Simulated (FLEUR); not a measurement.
Computed results, one entry a study.

### MnO (Manganosite): which magnetic order is lowest

Symmetry: Fm-3m, No. 225, cubic system. The conventional cell has a = 4.446 Å, b = 4.446 Å, c = 4.446 Å, α = 90.00°, β = 90.00°, γ = 90.00°. Nearest to Mn lie 6 O at 2.22 Å. O has 6 Mn at 2.22 Å nearest. Farther neighbours and most contacts between anions are not listed.

```xyz
4
Lattice="0.0000 2.2230 2.2230 2.2230 0.0000 2.2230 4.4460 4.4460 0.0000" Properties=species:S:1:pos:R:3 pbc="T T T"
Mn    0.0000    0.0000    0.0000
Mn    2.2230    2.2230    0.0000
O     2.2230    2.2230    2.2230
O     4.4460    4.4460    2.2230
```

```
method                             : PBEsol; all-electron FLAPW, Dirac cores, scalar-relativistic bands
program                            : FLEUR MaX-R8.1
settings of one run                : kmax 4.05 1/bohr, gmax 12.1 1/bohr, muffin tin radii Mn: 2.62, O: 1.48 bohr, lmax Mn: [10, 8], O: [6, 4], hist occupations, smearing width 0.03 eV, mixer Anderson, mixing 0.05, max iterations 130, stop 2.00e-5 me/bohr³, collinear spin, 8×8×4 k-mesh, mesh matched on, starting moments 4.5 -4.5 0 0 μB
cost                               : 4 runs, 2.3 min in all on 4 MPI ranks of Intel Xeon Platinum 8488C (Sapphire Rapids), shared host (the runs of this entry)
notes                              : This is the lowest of 4 finished starts, no proof of the ground state.
lowest state found                 : antiferromagnetic (initial antiferro q=(0,0,1/2) +-)
largest site spin moment           : 4.42 μB
next finished state                : antiferromagnetic, 67.6 meV a seeded atom higher
energy gained by spin polarisation : 2281 meV a seeded atom
```

The lowest state found is antiferromagnetic, reached from the start antiferro q=(0,0,1/2) +-, with moments up to 4.42 μB. The next finished state costs 68 meV a seeded atom.

[Logs and program files are shortened in this print: banners, set-up blocks, solver, clock and traceback lines can be left out without a mark of their own.]

[Logs are printed without paths, hosts, clocks, repeated set-up lines and the standing remarks that a program may print on its own settings, such as how far it seeks lower states.]

[Hosts, paths, dates, database ids (printed as entryN), source tags and the programs' standing remarks are cut or masked in the printed files.]

[Where a cell is said to come from a database of computed structures, the database is the Materials Project.]
